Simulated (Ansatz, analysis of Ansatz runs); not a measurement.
# A hop of H in SrLa2S4 (I-42d), charge +1, part 2 of 3

Aim: the barrier of one jump in SrLa2S4 (I-42d) at charge +1: H turning about S. The model is a cell of 112 host atoms with 1 H put in; H is the atom that moves.

Ansatz 0.2.0; plane-wave PAW DFT, PBEsol; nudged elastic band between two relaxed defect structures at fixed charge in a uniform background.

So far: Set-up; Relaxation of the start point, charge +1; Relaxation of the end point, charge +1.

## Step 4: Nudged elastic band, charge +1

3 movable images are laid between the ends on a pair-potential path, which keeps atoms from colliding in the first guess. Each image feels the true force across the path and a spring force along it. The highest image is set to climb to the top of the path.

This step: plane-wave PAW DFT, PBEsol; nudged elastic band between two relaxed defect structures at fixed charge in a uniform background.

Contents of qp1_c112k1s.neb/input.yaml:

```yaml
crystal:
  lattice:
    - [-8.68134836, 8.68134836, 8.65211018]
    - [8.68134836, -8.68134836, 8.65211018]
    - [8.68134836, 8.68134836, -8.65211018]
  atoms:
    - { symbol: Sr, position: [0.24951797, 0.24938544, 0.00061033] }
    - { symbol: Sr, position: [0.12415303, 0.37367834, 0.24882796] }
    - { symbol: La, position: [0.00192029, 0.31207673, 0.43929869] }
    - { symbol: La, position: [0.43784885, 0.49753149, 0.31060507] }
    - { symbol: La, position: [0.37274053, 0.06237613, 0.06026024] }
    - { symbol: La, position: [0.18731719, 0.12687552, 0.18978115] }
    - { symbol: S, position: [0.0587608, 0.18287619, 0.0470459] }
    - { symbol: S, position: [0.38727719, 0.26131507, 0.20314447] }
    - { symbol: S, position: [0.31713479, 0.36365074, 0.37672683] }
    - { symbol: S, position: [0.23838601, 0.44087221, 0.12648591] }
    - { symbol: S, position: [0.13621576, 0.0119865, 0.4527152] }
    - { symbol: S, position: [0.4881541, 0.44068079, 0.1249928] }
    - { symbol: S, position: [0.31673129, 0.11502863, 0.37586747] }
    - { symbol: S, position: [0.05834298, 0.18362288, 0.29698672] }
    - { symbol: Sr, position: [0.24709136, 0.24851576, 0.4994113] }
    - { symbol: Sr, position: [0.12317431, 0.37422876, 0.74993784] }
    - { symbol: La, position: [0.0020662, 0.31230838, 0.93982806] }
    - { symbol: La, position: [0.43183408, 0.49490668, 0.81587652] }
    - { symbol: La, position: [0.37284258, 0.06330716, 0.5607325] }
    - { symbol: La, position: [0.18698228, 0.12675821, 0.68985867] }
    - { symbol: S, position: [0.05910368, 0.18406143, 0.5476679] }
    - { symbol: S, position: [0.3863949, 0.26265799, 0.70320574] }
    - { symbol: S, position: [0.31427073, 0.36268922, 0.8776253] }
    - { symbol: S, position: [0.24031859, 0.44222516, 0.62623485] }
    - { symbol: S, position: [0.13651891, 0.01146638, 0.95260222] }
    - { symbol: S, position: [0.48973512, 0.44246541, 0.62674764] }
    - { symbol: S, position: [0.31598202, 0.11327626, 0.87494272] }
    - { symbol: S, position: [0.05839651, 0.18397134, 0.79740035] }
    - { symbol: Sr, position: [0.24919993, 0.74985734, 0.00062062] }
    - { symbol: Sr, position: [0.12496558, 0.87522921, 0.25038771] }
    - { symbol: La, position: [0.00237185, 0.81245132, 0.43965555] }
    - { symbol: La, position: [0.43727836, 0.99763941, 0.31100068] }
    - { symbol: La, position: [0.37206226, 0.56311806, 0.0628964] }
    - { symbol: La, position: [0.18673748, 0.62738003, 0.1899925] }
    - { symbol: S, position: [0.05861871, 0.68389434, 0.04726915] }
    - { symbol: S, position: [0.3865608, 0.76184524, 0.20335202] }
    - { symbol: S, position: [0.31619152, 0.86428182, 0.37612953] }
    - { symbol: S, position: [0.23905665, 0.94178193, 0.12638833] }
    - { symbol: S, position: [0.13610067, 0.51140259, 0.45192353] }
    - { symbol: S, position: [0.48820914, 0.94081779, 0.12512392] }
    - { symbol: S, position: [0.31537928, 0.61336633, 0.37460732] }
    - { symbol: S, position: [0.05878262, 0.68415054, 0.29724134] }
    - { symbol: Sr, position: [0.25001392, 0.75108436, 0.50038936] }
    - { symbol: Sr, position: [0.1260835, 0.87536618, 0.7500384] }
    - { symbol: La, position: [0.00349969, 0.81296352, 0.94057646] }
    - { symbol: La, position: [0.43776732, 0.99787348, 0.81035174] }
    - { symbol: La, position: [0.36760863, 0.56236725, 0.55513169] }
    - { symbol: La, position: [0.18794653, 0.62725, 0.69023665] }
    - { symbol: S, position: [0.0604705, 0.68388145, 0.54741458] }
    - { symbol: S, position: [0.3879436, 0.76109183, 0.70338176] }
    - { symbol: S, position: [0.31669211, 0.86344539, 0.87586943] }
    - { symbol: S, position: [0.23901786, 0.94187463, 0.62578132] }
    - { symbol: S, position: [0.13618533, 0.51187668, 0.95327549] }
    - { symbol: S, position: [0.48822271, 0.9411428, 0.62463176] }
    - { symbol: S, position: [0.31515256, 0.61298113, 0.87552315] }
    - { symbol: S, position: [0.05916993, 0.68407665, 0.79738599] }
    - { symbol: Sr, position: [0.7500148, 0.24952319, -0.00035109] }
    - { symbol: Sr, position: [0.62562375, 0.37490687, 0.24922874] }
    - { symbol: La, position: [0.50383962, 0.31052457, 0.43670855] }
    - { symbol: La, position: [0.93747344, 0.49737878, 0.30925774] }
    - { symbol: La, position: [0.87227226, 0.06143749, 0.05943255] }
    - { symbol: La, position: [0.68821723, 0.12711715, 0.1895356] }
    - { symbol: S, position: [0.55945517, 0.18298797, 0.04718195] }
    - { symbol: S, position: [0.8867127, 0.26049041, 0.20182678] }
    - { symbol: S, position: [0.81636015, 0.36291909, 0.37462754] }
    - { symbol: S, position: [0.7382368, 0.44087613, 0.12464266] }
    - { symbol: S, position: [0.63618007, 0.01214974, 0.45291315] }
    - { symbol: S, position: [0.98795006, 0.44062102, 0.1245388] }
    - { symbol: S, position: [0.81562404, 0.11262063, 0.37395306] }
    - { symbol: S, position: [0.55916867, 0.18397299, 0.29731204] }
    - { symbol: Sr, position: [0.7507641, 0.24971899, 0.50004509] }
    - { symbol: Sr, position: [0.62683183, 0.37516206, 0.75217239] }
    - { symbol: La, position: [0.50246162, 0.31178996, 0.94044317] }
    - { symbol: La, position: [0.93769959, 0.49785783, 0.81022936] }
    - { symbol: La, position: [0.87276002, 0.06238229, 0.56028652] }
    - { symbol: La, position: [0.68756815, 0.12741682, 0.68955765] }
    - { symbol: S, position: [0.55962634, 0.18525803, 0.54789806] }
    - { symbol: S, position: [0.88678669, 0.26145549, 0.70264659] }
    - { symbol: S, position: [0.81667734, 0.3638171, 0.87569409] }
    - { symbol: S, position: [0.73890743, 0.44136287, 0.62449329] }
    - { symbol: S, position: [0.63570544, 0.00974911, 0.95162755] }
    - { symbol: S, position: [0.98855507, 0.44067942, 0.62423861] }
    - { symbol: S, position: [0.81558883, 0.11276965, 0.87413383] }
    - { symbol: S, position: [0.5586743, 0.18444577, 0.79743438] }
    - { symbol: Sr, position: [0.75184741, 0.74958192, 0.00156046] }
    - { symbol: Sr, position: [0.62518164, 0.87503737, 0.25094082] }
    - { symbol: La, position: [0.5020762, 0.8126836, 0.439759] }
    - { symbol: La, position: [0.93699206, 0.99735541, 0.31005492] }
    - { symbol: La, position: [0.87290433, 0.56238881, 0.06043145] }
    - { symbol: La, position: [0.68721499, 0.62689609, 0.18973201] }
    - { symbol: S, position: [0.55798941, 0.68339199, 0.04745168] }
    - { symbol: S, position: [0.88673667, 0.76094432, 0.20277389] }
    - { symbol: S, position: [0.8160486, 0.86330998, 0.37524192] }
    - { symbol: S, position: [0.73750034, 0.93950737, 0.12428769] }
    - { symbol: S, position: [0.63739543, 0.51176358, 0.45205452] }
    - { symbol: S, position: [0.98784157, 0.94031514, 0.12413287] }
    - { symbol: S, position: [0.81625075, 0.61288393, 0.37420574] }
    - { symbol: S, position: [0.55841403, 0.68408841, 0.29778481] }
    - { symbol: Sr, position: [0.7505693, 0.75054315, 0.4988407] }
    - { symbol: Sr, position: [0.62576181, 0.87625995, 0.7484902] }
    - { symbol: La, position: [0.5010745, 0.8142264, 0.94320042] }
    - { symbol: La, position: [0.93795049, 0.99799493, 0.81012043] }
    - { symbol: La, position: [0.87464355, 0.56163895, 0.55884746] }
    - { symbol: La, position: [0.69583407, 0.62985391, 0.68682832] }
    - { symbol: S, position: [0.55886909, 0.68251496, 0.54798611] }
    - { symbol: S, position: [0.88977757, 0.76204523, 0.70145647] }
    - { symbol: S, position: [0.81540141, 0.86207153, 0.87362117] }
    - { symbol: S, position: [0.73846129, 0.9406936, 0.6249344] }
    - { symbol: S, position: [0.63480636, 0.51172256, 0.95184321] }
    - { symbol: S, position: [0.98828915, 0.94077671, 0.62432243] }
    - { symbol: S, position: [0.81496696, 0.61301213, 0.87295924] }
    - { symbol: S, position: [0.55913553, 0.68223759, 0.79716804] }
    - { symbol: H, position: [0.53077057, 0.56231987, 0.7182759] }
total_charge: 1
basis:
  ecutwfc: 420
  xc_grid: 2
hamiltonian:
  xc: pbesol
kpoints:
  mp_grid: { grid: [1, 1, 1], shift: [0.25, 0.25, 0.25] }
scf:
  occupations: { method: fixed }
  max_iter: 120
output:
  forces: true
neb:
  images: 3
  f_tol: 0.04
  climbing: true
  initial_path: idpp
  max_iterations: 45
  order_check: false
  final_atoms:
    - { symbol: Sr, position: [0.2502238, 0.25001153, 0.00125353] }
    - { symbol: Sr, position: [0.12323554, 0.37563565, 0.2495647] }
[... 6 atom lines left out ...]
    - { symbol: S, position: [0.317747, 0.36550596, 0.37840534] }
[... 5 atom lines left out ...]
    - { symbol: Sr, position: [0.24443761, 0.24434065, 0.50001415] }
[... 2 atom lines left out ...]
    - { symbol: La, position: [0.43502008, 0.49826209, 0.81243991] }
[... 5 atom lines left out ...]
    - { symbol: S, position: [0.23968694, 0.44119398, 0.62449068] }
[... 1 atom line left out ...]
    - { symbol: S, position: [0.48727596, 0.43930742, 0.62170913] }
[... 20 atom lines left out ...]
    - { symbol: La, position: [0.37113802, 0.57121646, 0.56358037] }
[... 11 atom lines left out ...]
    - { symbol: La, position: [0.50772464, 0.30747909, 0.43641582] }
[... 12 atom lines left out ...]
    - { symbol: Sr, position: [0.62617199, 0.37354081, 0.75043313] }
[... 31 atom lines left out ...]
    - { symbol: La, position: [0.69034726, 0.62983717, 0.68903713] }
    - { symbol: S, position: [0.55866104, 0.68344864, 0.547536] }
[... 6 atom lines left out ...]
    - { symbol: S, position: [0.55717298, 0.68234775, 0.79578502] }
    - { symbol: H, position: [0.40218142, 0.40204425, 0.50016196] }
```

The run is started by

```
> ansatz run input.yaml --threads 32 --pin off --max-ram 84787MiB --backend cuda --events-out ev --progress --plain --runs-dir out --max-vram 78GiB
```

Numbers of over 12 decimals in the logs are rounded to 6 here.

Log:

```text
[...]
Warning: neb: disabling space-group detection — the band's intermediate images generally break the endpoint symmetry, so the full k-mesh is solved, and no spatial operation symmetrises the density, except that a semilocal band can use its path's symmetry [...]
[...]
parallel-image band execution: 3 concurrent image workers
NEB image 0
[...]
Crystal: 113 atoms, lattice volume = 2608.293 Å³
Basis set: ecut = 420 eV, 50805 PW (Γ), exchange–correlation on 216×216×216 points (8 copies of the dense FFT grid, shifted against one another)
Bands: 561, of which v1, the nominal top of the filled ones, is band 448 counted from 1 (447 counted from 0)
Symmetry: 1 space group operations
k-points: 1
[...]
SCF iter   1: F=—  HF=-309946.904751 eV  |F-HF|=—  |Δ(HF+E_count)|=         —  Δρ=5.58e-3  dr2=1.25e0  ethr=1.77e-3  ⟨swp⟩=6.0  Hψ=2116  notcnv=0  defer=99
[...]
SCF iter   2: F=—  HF=-309946.664836 eV  |F-HF|=—  |Δ(HF+E_count)|=   2.40e-1  Δρ=2.06e-3  dr2=1.02e-1  ethr=1.39e-4  ⟨swp⟩=4.0  Hψ=866  notcnv=0  defer=111
[...]
SCF iter   8: F=-309946.666971 eV  HF=-309946.666971 eV  |F-HF|=1.05e-8  |Δ(HF+E_count)|=   1.31e-7  Δρ=9.99e-7  dr2=4.16e-8  ethr=1.12e-11  ⟨swp⟩=3.0  Hψ=2361  notcnv=0
SCF 1 converged in 8 iterations: F = -309946.666971 eV  dr2 = 4.16e-8
[...]
NSCF: frozen V_eff on 1 k-points
NEB image 4
[...]
SCF 2 converged in 8 iterations: F = -309946.703944 eV  dr2 = 4.25e-8
[...]
NEB end point (image 0): max|allowed force component| = 5.631e-3 eV/Å (the criterion of neb.relax_end_points is 1.000e-2)
[...]
SCF 3 converged in 8 iterations: F = -309946.202868 eV  dr2 = 4.46e-8
[...]
SCF 5 converged in 8 iterations: F = -309946.161117 eV  dr2 = 3.89e-8
[...]
SCF 7 converged in 8 iterations: F = -309945.633598 eV  dr2 = 2.71e-8
[...]
SCF 9 converged in 7 iterations: F = -309946.451905 eV  dr2 = 4.82e-8
[...]
SCF 11 converged in 7 iterations: F = -309946.434601 eV  dr2 = 3.56e-8
[...]
SCF 13 converged in 7 iterations: F = -309946.274235 eV  dr2 = 8.44e-9
[...]
SCF 15 converged in 6 iterations: F = -309946.474297 eV  dr2 = 6.42e-8
[...]
SCF 17 converged in 7 iterations: F = -309946.512278 eV  dr2 = 1.48e-8
[...]
SCF 19 converged in 7 iterations: F = -309946.401244 eV  dr2 = 2.09e-8
[...]
SCF 21 converged in 6 iterations: F = -309946.526825 eV  dr2 = 6.59e-8
[...]
SCF 23 converged in 7 iterations: F = -309946.550970 eV  dr2 = 1.89e-8
[...]
SCF 25 converged in 6 iterations: F = -309946.408592 eV  dr2 = 8.20e-8
[...]
SCF 27 converged in 5 iterations: F = -309946.540422 eV  dr2 = 2.38e-8
[...]
SCF 29 converged in 6 iterations: F = -309946.563681 eV  dr2 = 4.29e-8
[...]
SCF 31 converged in 5 iterations: F = -309946.412334 eV  dr2 = 6.59e-8
[...]
SCF converged after 5 iterations
[...]
- { symbol: S, position: [0.058919, 0.684206, 0.797396] }
    - { symbol: Sr, position: [0.750079, 0.249518, -0.000267] }
    - { symbol: Sr, position: [0.625112, 0.374808, 0.249274] }
    - { symbol: La, position: [0.503169, 0.307803, 0.434996] }
    - { symbol: La, position: [0.936131, 0.497331, 0.308837] }
    - { symbol: La, position: [0.872000, 0.061505, 0.059224] }
    - { symbol: La, position: [0.687175, 0.125934, 0.188472] }
    - { symbol: S, position: [0.559153, 0.183284, 0.047162] }
    - { symbol: S, position: [0.886202, 0.260602, 0.201797] }
    - { symbol: S, position: [0.815707, 0.362740, 0.374617] }
    - { symbol: S, position: [0.737852, 0.440643, 0.124501] }
    - { symbol: S, position: [0.635986, 0.011331, 0.452636] }
    - { symbol: S, position: [0.988284, 0.440837, 0.125051] }
    - { symbol: S, position: [0.814992, 0.112188, 0.373497] }
    - { symbol: S, position: [0.559290, 0.183022, 0.296653] }
    - { symbol: Sr, position: [0.750629, 0.249331, 0.500160] }
    - { symbol: Sr, position: [0.632186, 0.374402, 0.755969] }
    - { symbol: La, position: [0.502311, 0.312300, 0.940248] }
    - { symbol: La, position: [0.938757, 0.497942, 0.810639] }
    - { symbol: La, position: [0.872276, 0.061651, 0.559962] }
    - { symbol: La, position: [0.687634, 0.125958, 0.689459] }
    - { symbol: S, position: [0.560058, 0.184893, 0.547894] }
    - { symbol: S, position: [0.886732, 0.260812, 0.702420] }
    - { symbol: S, position: [0.819196, 0.363739, 0.877148] }
    - { symbol: S, position: [0.738866, 0.441359, 0.625683] }
    - { symbol: S, position: [0.635532, 0.010347, 0.951257] }
    - { symbol: S, position: [0.987969, 0.440410, 0.624222] }
    - { symbol: S, position: [0.815642, 0.112256, 0.874054] }
    - { symbol: S, position: [0.559071, 0.184359, 0.797436] }
    - { symbol: Sr, position: [0.748450, 0.748069, -0.001965] }
    - { symbol: Sr, position: [0.624391, 0.874340, 0.249746] }
    - { symbol: La, position: [0.501737, 0.812144, 0.439604] }
    - { symbol: La, position: [0.935574, 0.996358, 0.308775] }
    - { symbol: La, position: [0.873507, 0.563166, 0.061367] }
    - { symbol: La, position: [0.686803, 0.626660, 0.189206] }
    - { symbol: S, position: [0.557973, 0.683115, 0.046890] }
    - { symbol: S, position: [0.885687, 0.760948, 0.201612] }
    - { symbol: S, position: [0.815320, 0.862784, 0.374881] }
    - { symbol: S, position: [0.737249, 0.939341, 0.123572] }
    - { symbol: S, position: [0.636803, 0.511049, 0.453606] }
    - { symbol: S, position: [0.987747, 0.940324, 0.123988] }
    - { symbol: S, position: [0.814987, 0.612413, 0.374040] }
    - { symbol: S, position: [0.557907, 0.683441, 0.297670] }
    - { symbol: Sr, position: [0.749393, 0.749436, 0.498756] }
    - { symbol: Sr, position: [0.624361, 0.873556, 0.748887] }
    - { symbol: La, position: [0.501678, 0.811938, 0.939102] }
    - { symbol: La, position: [0.937772, 0.997983, 0.810146] }
    - { symbol: La, position: [0.873664, 0.561036, 0.558702] }
    - { symbol: La, position: [0.698550, 0.631894, 0.691159] }
    - { symbol: S, position: [0.557000, 0.679550, 0.547958] }
    - { symbol: S, position: [0.889318, 0.762079, 0.702032] }
    - { symbol: S, position: [0.816169, 0.862185, 0.874185] }
    - { symbol: S, position: [0.737558, 0.939199, 0.624692] }
    - { symbol: S, position: [0.635569, 0.511414, 0.952113] }
    - { symbol: S, position: [0.987908, 0.940672, 0.624221] }
    - { symbol: S, position: [0.816281, 0.613047, 0.874175] }
    - { symbol: S, position: [0.555656, 0.677634, 0.791065] }
    - { symbol: H, position: [0.507079, 0.525476, 0.637903] }
```

It took 36 s on 1 × NVIDIA GB200 with 32 threads of Arm Neoverse V2, shared host; peak memory 3.9 GiB; 2.3 min of CPU time.

Reading the cycles: dr2 is the Hartree energy of the density residual (eV), the measure of convergence; HF is the Harris–Foulkes estimate of the energy, which meets the free energy F at convergence.

Images along the path:

| image | path (Å) | energy (eV) | H113: x, y, z (Å) |
| --- | --- | --- | --- |
| 0 | 0.000 | 0.0000 | 6.509, 5.962, 3.243 |
| 1 | 0.552 | 0.1220 | 6.143, 5.630, 3.280 |
| 2 | 1.104 | 0.2546 | 5.698, 5.378, 3.415 |
| 3 | 2.273 | 0.1007 | 4.647, 4.945, 3.537 |
| 4 | 3.443 | -0.0370 | 4.341, 4.343, 2.631 |

Numbers from this step:

| Property | Result |
| --- | --- |
| free energy | -309946.4123 eV |
| barrier forward | 0.2546 eV |
| barrier backward | 0.2916 eV |
| end less start | -0.03697 eV |
| hop length | 2.774 Å |

Track of the atom that was set to move:

```
image  x (Å)  y (Å)  z (Å)  nearest neighbour  distance (Å)
    0  6.509  5.962  3.243                  S           1.6
    1  6.143   5.63   3.28                  S         1.444
    2  5.698  5.378  3.415                  S         1.378
    3  4.647  4.945  3.537                  S         1.401
    4  4.341  4.343  2.631                  S         1.604
```

The band met its tolerance of 0.04 eV/Å after 10 iterations, with image 2 on top (the start counts as 0). H113, which moves farthest between the ends, has 2 S at 1.60 Å nearest at the start and 1 S at 1.38 Å at the top. In at least one step between neighbouring images a covalent bond changes partner or an atom goes far. The images sample such a step coarsely, so the top may lie higher.

(Continued in part 3 of 3.)

[Logs are printed without paths, hosts, clocks, repeated set-up lines and the standing remarks that a program may print on its own settings, such as how far it seeks lower states.]

[Hosts, paths, dates, database ids (printed as entryN), source tags and the programs' standing remarks are cut or masked in the printed files.]
